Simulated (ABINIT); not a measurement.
## CdH2O2 (P-3m1): one start, several treatments of the self-energy

Aim: compare treatments of exchange, screening and correlation for the gap of CdH2O2 (P-3m1).

Calculated with ABINIT 10.8.3; PBEsol and many-body steps on it, plane waves.

Most raw output is cut from this account.

**1. Set-up**

It takes space group P-3m1 (No. 164, trigonal). Conventional cell: a = 3.516 Å, b = 3.516 Å, c = 4.643 Å, α = 90.00°, β = 90.00°, γ = 120.00°. Cd has 6 O at 2.32 Å nearest. Nearest to H lie 1 O at 0.97 Å. Nearest to O lie 1 H at 0.97 Å and 3 Cd at 2.32 Å. Farther neighbours and most contacts between anions are not listed.

The cell and positions are those that the Materials Project relaxed with its own functionals (PBE, PBE+U or r2SCAN), kept fixed.

**2. Empty states on the mesh, 3×3×2 mesh, 58 bands**

This step: ABINIT 10.8.3; DFT, PBEsol, plane waves, norm-conserving pseudopotentials.

The sums over transitions need many empty states on a uniform mesh; this step solves for them.

run.abi reads:

```
acell 3*1.0 Angstrom
rprim 
  3.515525964753 0.000000000011 0.000000000000
  -1.757762982386 3.044534793135 0.000000000000
  0.000000000000 0.000000000000 4.642979290000
ntypat 3
znucl 48 1 8
natom 5
typat 1 2 2 3 3
xred 
  0.000000000000 0.000000000000 0.000000000000
  0.666666666667 0.333333333333 0.550960720000
  0.333333333333 0.666666666667 0.449039280000
  0.666666666667 0.333333333333 0.759372000000
  0.333333333333 0.666666666667 0.240628000000
pp_dirpath "pseudos"
pseudos "Cd.upf, H.upf, O.upf"
ecut 47
ngkpt 3 3 2
nshiftk 1
shiftk 0 0 0
kptopt 1
chksymbreak 0
iscf -2
irdden 1
istwfk *1
nband 58
nbdbuf 4
tolwfr 1e-09
nstep 60
prtvol 0
indata_prefix "in"
outdata_prefix "out"
tmpdata_prefix "tmp"
```

Started as:

```console
OMP_NUM_THREADS=1 mpirun -n 4 abinit run.abi > log
```

Elapsed: 19 s, on 4 MPI ranks of Arm Neoverse V1, shared host; peak memory 0.3 GiB.

Numbers from this step:

- gap: 1.704 eV
- k of the valence top: 0, 0, 0.5
- k of the conduction bottom: 0, 0, 0
- least direct gap: 1.983 eV
- k points computed: 6
- lowest point of the top converged band, above the valence top: 41.56 eV

On this mesh the gap is 1.704 eV.

The density comes from a self-consistent run that is not shown.

**3. Screening, 3×3×2 mesh, 54 bands, screening to 122.5 eV**

The RPA dielectric matrix is built and inverted for each q.

This step: RPA screening on PBEsol, plane waves, norm-conserving pseudopotentials.

run.abi: that of step 2 with these lines changed.

```diff
@@ -23,10 +23,11 @@
 chksymbreak 0
-iscf -2
-irdden 1
 istwfk *1
-nband 58
-nbdbuf 4
-tolwfr 1e-09
-nstep 60
-prtvol 0
+occopt 1
+irdwfk 1
+optdriver 3
+nband 54
+ecuteps 4.5
+inclvkb 2
+awtr 1
+symchi 1
 indata_prefix "in"
```

The job ended after 9.1 s (4 MPI ranks; peak memory 0.66 GiB).

Numbers from this step:

* ε∞ with local fields, on this mesh, along the program's q direction: 3.906
* the same without local fields: 4.137
* plasma frequency: 30.71 eV
* plane waves in the screening matrix: 159

Local fields lower ε∞ by 6 %. On a Γ-centred mesh this coarse the value itself is usually too large, while a short band sum pulls it down.

**4. G0W0, Godby-Needs plasmon pole**

The self-energy is evaluated for the states that the input lists, and the levels follow from it, in one-shot runs by the linearised quasiparticle equation.

This step: G0W0 on PBEsol, plane waves, norm-conserving pseudopotentials.

run.abi: that of step 3 with these lines changed.

```diff
@@ -26,8 +26,17 @@
 irdwfk 1
-optdriver 3
+optdriver 4
 nband 54
+gwcalctyp 0
+ecutsigx 47
+symsigma 1
+nkptgw 2
+kptgw 
+  0.0000000000 0.0000000000 0.5000000000
+  0.0000000000 0.0000000000 0.0000000000
+bdgw 
+  16 19
+  16 19
 ecuteps 4.5
-inclvkb 2
-awtr 1
-symchi 1
+irdscr 1
+ppmodel 1
 indata_prefix "in"
```

The job ended after 4 s (4 MPI ranks; peak memory 0.55 GiB).

This step gave:

```yaml
g0w0_gap_on_the_points_computed: 3.347 eV
starting_gap_on_the_mesh: 1.704 eV
k_of_the_valence_top: 0, 0, 0.5
k_of_the_conduction_bottom: 0, 0, 0
z_at_the_valence_top: 0.794
z_at_the_conduction_bottom: 0.847
least_direct_g0w0_gap_on_the_computed_points: 3.693 eV
```

The gap on the mesh goes from 1.70 eV to 3.35 eV, a correction of +1.64 eV.

**5. G0W0, Hybertsen-Louie plasmon pole**

run.abi: that of step 4 with these lines changed.

```diff
@@ -40,3 +40,3 @@
 irdscr 1
-ppmodel 1
+ppmodel 2
 indata_prefix "in"
```

It took 4 s on 4 MPI ranks; peak memory 0.54 GiB; 16 s of CPU time.

Numbers from this step:

* G0W0 gap on the points computed: 3.481 eV
* starting gap on the mesh: 1.704 eV
* k of the valence top: 0, 0, 0.5
* k of the conduction bottom: 0, 0, 0
* Z at the valence top: 0.877
* Z at the conduction bottom: 0.896
* least direct G0W0 gap on the computed points: 3.842 eV

Against G0W0 in ABINIT (3×3×2 mesh, 54 bands, screening to 122.5 eV, Godby-Needs plasmon pole), the gap moves by +0.134 eV.

**6. G0W0, von der Linden-Horsch plasmon pole**

run.abi: that of step 5 with these lines changed.

```diff
@@ -40,3 +40,3 @@
 irdscr 1
-ppmodel 2
+ppmodel 3
 indata_prefix "in"
```

Run time: 3.5 s. Hardware: 4 MPI ranks; peak memory 0.56 GiB.

This step gave:

- G0W0 gap on the points computed: 3.234 eV
- starting gap on the mesh: 1.704 eV
- k of the valence top: 0, 0, 0.5
- k of the conduction bottom: 0, 0, 0
- least direct G0W0 gap on the computed points: 3.608 eV

Against G0W0 in ABINIT (3×3×2 mesh, 54 bands, screening to 122.5 eV, Godby-Needs plasmon pole), the gap moves by −0.113 eV.

**7. G0W0, Engel-Farid plasmon pole**

run.abi: that of step 6 with these lines changed.

```diff
@@ -40,3 +40,3 @@
 irdscr 1
-ppmodel 3
+ppmodel 4
 indata_prefix "in"
```

Run time: 3.6 s. Hardware: 4 MPI ranks; peak memory 0.56 GiB; 14 s of CPU time.

Numbers from this step:

- G0W0 gap on the points computed: 3.249 eV
- starting gap on the mesh: 1.704 eV
- k of the valence top: 0, 0, 0.5
- k of the conduction bottom: 0, 0, 0
- least direct G0W0 gap on the computed points: 3.602 eV

Against G0W0 in ABINIT (3×3×2 mesh, 54 bands, screening to 122.5 eV, Godby-Needs plasmon pole), the gap moves by −0.098 eV.

**8. One-shot SEX**

This step: one-shot SEX on PBEsol, plane waves, norm-conserving pseudopotentials.

run.abi: that of step 7 with these lines changed.

```diff
@@ -28,3 +28,3 @@
 nband 54
-gwcalctyp 0
+gwcalctyp 6
 ecutsigx 47
@@ -40,3 +40,2 @@
 irdscr 1
-ppmodel 4
 indata_prefix "in"
```

Wall time 3.1 s (4 MPI ranks); peak memory 0.37 GiB; 12 s of CPU time.

This step gave:

| Item | Value |
| --- | --- |
| quasiparticle gap on the points computed | 1.297 eV |
| starting gap on the mesh | 1.704 eV |
| k of the valence top | 0, 0, 0.5 |
| k of the conduction bottom | 0, 0, 0 |
| least direct quasiparticle gap on the computed points | 1.827 eV |

Against G0W0 in ABINIT (3×3×2 mesh, 54 bands, screening to 122.5 eV, Godby-Needs plasmon pole), the gap moves by −2.050 eV.

**9. One-shot COHSEX**

This step: one-shot COHSEX on PBEsol, plane waves, norm-conserving pseudopotentials.

run.abi: that of step 8 with these lines changed.

```diff
@@ -28,3 +28,3 @@
 nband 54
-gwcalctyp 6
+gwcalctyp 7
 ecutsigx 47
```

It took 3.1 s on 4 MPI ranks; peak memory 0.51 GiB.

Numbers from this step:

```yaml
quasiparticle_gap_on_the_points_computed: 4.478 eV
starting_gap_on_the_mesh: 1.704 eV
k_of_the_valence_top: 0, 0, 0.5
k_of_the_conduction_bottom: 0, 0, 0
least_direct_quasiparticle_gap_on_the_computed_points: 4.827 eV
```

Against G0W0 in ABINIT (3×3×2 mesh, 54 bands, screening to 122.5 eV, Godby-Needs plasmon pole), the gap moves by +1.131 eV.

**10. One-shot Hartree-Fock**

This step: one-shot Hartree-Fock on PBEsol, plane waves, norm-conserving pseudopotentials.

run.abi: that of step 9 with these lines changed.

```diff
@@ -27,4 +27,4 @@
 optdriver 4
-nband 54
-gwcalctyp 7
+nband 21
+gwcalctyp 5
 ecutsigx 47
@@ -38,4 +38,4 @@
   16 19
-ecuteps 4.5
-irdscr 1
+ixc_sigma 40
+fftgw 31
 indata_prefix "in"
```

Elapsed: 3 s, on 4 MPI ranks; peak memory 0.15 GiB.

Numbers from this step:

```yaml
quasiparticle_gap_on_the_points_computed: 11.64 eV
starting_gap_on_the_mesh: 1.704 eV
k_of_the_valence_top: 0, 0, 0.5
k_of_the_conduction_bottom: 0, 0, 0
least_direct_quasiparticle_gap_on_the_computed_points: 12.00 eV
```

Against G0W0 in ABINIT (3×3×2 mesh, 54 bands, screening to 122.5 eV, Godby-Needs plasmon pole), the gap moves by +8.289 eV.

**11. Screening, 3×3×2 mesh, 54 bands, screening to 122.5 eV**

This step: RPA screening on PBEsol, plane waves, norm-conserving pseudopotentials.

run.abi: that of step 10 with these lines changed.

```diff
@@ -26,16 +26,14 @@
 irdwfk 1
-optdriver 4
-nband 21
-gwcalctyp 5
-ecutsigx 47
-symsigma 1
-nkptgw 2
-kptgw 
-  0.0000000000 0.0000000000 0.5000000000
-  0.0000000000 0.0000000000 0.0000000000
-bdgw 
-  16 19
-  16 19
-ixc_sigma 40
-fftgw 31
+optdriver 3
+nband 54
+ecuteps 4.5
+inclvkb 2
+awtr 1
+symchi 1
+gwcalctyp 2
+nfreqre 16
+freqremax 40 eV
+nfreqim 8
+spmeth 1
+nomegasf 120
 indata_prefix "in"
```

It took 11 s on 4 MPI ranks; peak memory 0.82 GiB; 45 s of CPU time.

This step gave:

```
ε∞ with local fields, on this mesh, along the program's q direction : 3.999
the same without local fields                                       : 4.237
plasma frequency                                                    : 30.71 eV
plane waves in the screening matrix                                 : 159
```

**12. G0W0, contour deformation**

This step: G0W0 on PBEsol, plane waves, norm-conserving pseudopotentials.

run.abi: that of step 11 with these lines changed.

```diff
@@ -26,14 +26,16 @@
 irdwfk 1
-optdriver 3
+optdriver 4
 nband 54
+gwcalctyp 2
+ecutsigx 47
+symsigma 1
+nkptgw 2
+kptgw 
+  0.0000000000 0.0000000000 0.5000000000
+  0.0000000000 0.0000000000 0.0000000000
+bdgw 
+  16 19
+  16 19
 ecuteps 4.5
-inclvkb 2
-awtr 1
-symchi 1
-gwcalctyp 2
-nfreqre 16
-freqremax 40 eV
-nfreqim 8
-spmeth 1
-nomegasf 120
+irdscr 1
 indata_prefix "in"
```

It took 3.7 s on 4 MPI ranks; peak memory 0.61 GiB; 15 s of CPU time.

Numbers from this step:

```
G0W0 gap on the points computed              : 3.301 eV
starting gap on the mesh                     : 1.704 eV
k of the valence top                         : 0, 0, 0.5
k of the conduction bottom                   : 0, 0, 0
least direct G0W0 gap on the computed points : 3.636 eV
```

Against G0W0 in ABINIT (3×3×2 mesh, 54 bands, screening to 122.5 eV, Godby-Needs plasmon pole), the gap moves by −0.046 eV.

**13. Screening, 3×3×2 mesh, 54 bands, screening to 122.5 eV**

This step: RPA screening on PBEsol, plane waves, norm-conserving pseudopotentials.

run.abi: that of step 12 with these lines changed.

```diff
@@ -26,16 +26,11 @@
 irdwfk 1
-optdriver 4
+optdriver 3
 nband 54
-gwcalctyp 2
-ecutsigx 47
-symsigma 1
-nkptgw 2
-kptgw 
-  0.0000000000 0.0000000000 0.5000000000
-  0.0000000000 0.0000000000 0.0000000000
-bdgw 
-  16 19
-  16 19
 ecuteps 4.5
-irdscr 1
+inclvkb 2
+awtr 1
+symchi 1
+gwcalctyp 1
+nfreqre 0
+nfreqim 16
 indata_prefix "in"
```

Elapsed: 16 s, on 4 MPI ranks; peak memory 0.69 GiB.

Numbers from this step:

| Quantity | Value |
| --- | --- |
| ε∞ with local fields, on this mesh, along the program's q direction | 3.906 |
| the same without local fields | 4.137 |
| plasma frequency | 30.71 eV |
| plane waves in the screening matrix | 159 |

**14. G0W0, analytic continuation**

This step: G0W0 on PBEsol, plane waves, norm-conserving pseudopotentials.

run.abi: that of step 13 with these lines changed.

```diff
@@ -26,11 +26,18 @@
 irdwfk 1
-optdriver 3
+optdriver 4
 nband 54
+gwcalctyp 1
+ecutsigx 47
+symsigma 1
+nkptgw 2
+kptgw 
+  0.0000000000 0.0000000000 0.5000000000
+  0.0000000000 0.0000000000 0.0000000000
+bdgw 
+  16 19
+  16 19
 ecuteps 4.5
-inclvkb 2
-awtr 1
-symchi 1
-gwcalctyp 1
-nfreqre 0
-nfreqim 16
+irdscr 1
+nomegasi 12
+omegasimax 25 eV
 indata_prefix "in"
```

Wall time 4.3 s (4 MPI ranks); peak memory 0.56 GiB.

Numbers from this step:

```yaml
g0w0_gap_on_the_points_computed: 3.151 eV
starting_gap_on_the_mesh: 1.704 eV
k_of_the_valence_top: 0, 0, 0.5
k_of_the_conduction_bottom: 0, 0, 0
least_direct_g0w0_gap_on_the_computed_points: 3.501 eV
```

Against G0W0 in ABINIT (3×3×2 mesh, 54 bands, screening to 122.5 eV, Godby-Needs plasmon pole), the gap moves by −0.196 eV.

**15. Side by side**

Times are wall times on 4 MPI ranks of Arm Neoverse V1, shared host, good to a factor of about two. A run's time includes the screening step that it read.

| run | mesh | bands | screening cutoff (eV) | DFT gap (eV) | gap on the mesh (eV) | direct (eV) | ε∞ used | time |
| --- | --- | --- | --- | --- | --- | --- | --- | --- |
| G0W0, Godby-Needs plasmon pole | 3×3×2 | 54 | 122.5 | 1.704 | 3.347 | 3.693 | 3.91 | 13 s |
| G0W0, Hybertsen-Louie plasmon pole | 3×3×2 | 54 | 122.5 | 1.704 | 3.481 | 3.842 | 3.91 | 13 s |
| G0W0, von der Linden-Horsch plasmon pole | 3×3×2 | 54 | 122.5 | 1.704 | 3.234 | 3.608 | 3.91 | 13 s |
| G0W0, Engel-Farid plasmon pole | 3×3×2 | 54 | 122.5 | 1.704 | 3.249 | 3.602 | 3.91 | 13 s |
| one-shot SEX | 3×3×2 | 54 | 122.5 | 1.704 | 1.297 | 1.827 | 3.91 | 12 s |
| one-shot COHSEX | 3×3×2 | 54 | 122.5 | 1.704 | 4.478 | 4.827 | 3.91 | 12 s |
| one-shot Hartree-Fock | 3×3×2 | - | - | 1.704 | 11.636 | 11.996 | - | 3 s |
| G0W0, contour deformation | 3×3×2 | 54 | 122.5 | 1.704 | 3.301 | 3.636 | 4.00 | 15 s |
| G0W0, analytic continuation | 3×3×2 | 54 | 122.5 | 1.704 | 3.151 | 3.501 | 3.91 | 20 s |

**16. Results**

```yaml
g0w0_godby_needs_plasmon_pole: 3.347 eV
g0w0_hybertsen_louie_plasmon_pole: 3.481 eV
g0w0_von_der_linden_horsch_plasmon_pole: 3.234 eV
g0w0_engel_farid_plasmon_pole: 3.249 eV
one_shot_sex: 1.297 eV
one_shot_cohsex: 4.478 eV
one_shot_hartree_fock: 11.636 eV
g0w0_contour_deformation: 3.301 eV
g0w0_analytic_continuation: 3.151 eV
known_limits: not at the basis limit; d shell near the gap, gap tends to lie low; no spin-orbit coupling; coarse k mesh
```

In words: G0W0, Hybertsen-Louie plasmon pole: +0.134 eV against G0W0, Godby-Needs plasmon pole. G0W0, von der Linden-Horsch plasmon pole: −0.113 eV against G0W0, Godby-Needs plasmon pole. G0W0, Engel-Farid plasmon pole: −0.098 eV against G0W0, Godby-Needs plasmon pole. One-shot SEX: −2.050 eV against G0W0, Godby-Needs plasmon pole. One-shot COHSEX: +1.131 eV against G0W0, Godby-Needs plasmon pole. One-shot Hartree-Fock: +8.289 eV against G0W0, Godby-Needs plasmon pole. G0W0, contour deformation: −0.046 eV against G0W0, Godby-Needs plasmon pole. G0W0, analytic continuation: −0.196 eV against G0W0, Godby-Needs plasmon pole. Bare exchange alone opens the gap to 11.64 eV; against G0W0, correlation takes back 8.29 eV. Static COHSEX lies above G0W0: it lacks the factor Z and overstates the Coulomb hole of the filled states. Bands and cutoff are finite, so the gap is not at the basis limit. The miss can reach some tenths of an eV and take either sign; the mesh is an error of its own. In the G0W0 runs levels were corrected at 2 k points alone, so a gap called «on the mesh» is the least over those, and an edge elsewhere would be missed. The 3×3×2 mesh is coarse for this cell, which bears on the long-range parts of exchange and screening. A d shell, filled or nearly so, lies near the gap. One-shot GW converges very slowly in bands there, not always from below, and on a semilocal start the gap tends to come out low; starts rich in exact exchange can overshoot instead. The many-body steps are scalar-relativistic: spin-orbit coupling is not in them.

[Paths, hosts, dates, memory and timing lines, banners, echoed tables and standing remarks are left out of the program output.]

[Logs are printed without paths, hosts, clocks, repeated set-up lines and the standing remarks that a program may print on its own settings, such as how far it seeks lower states.]

[Runs of the session that timed out or met a known fault of the program may be left out.]

[Hosts, paths, dates, database ids (printed as entryN), source tags and the programs' standing remarks are cut or masked in the printed files.]

[G0W0 gaps are taken among the corrected bands and points alone; a level outside them can change the order at an edge.]

[Where Ansatz stands beside ABINIT at settings called matched, ABINIT's density can come from a denser mesh and the files from another edition; pairs whose starting gaps differed by over 0.03 eV were left out, so agreement reads better than it is.]
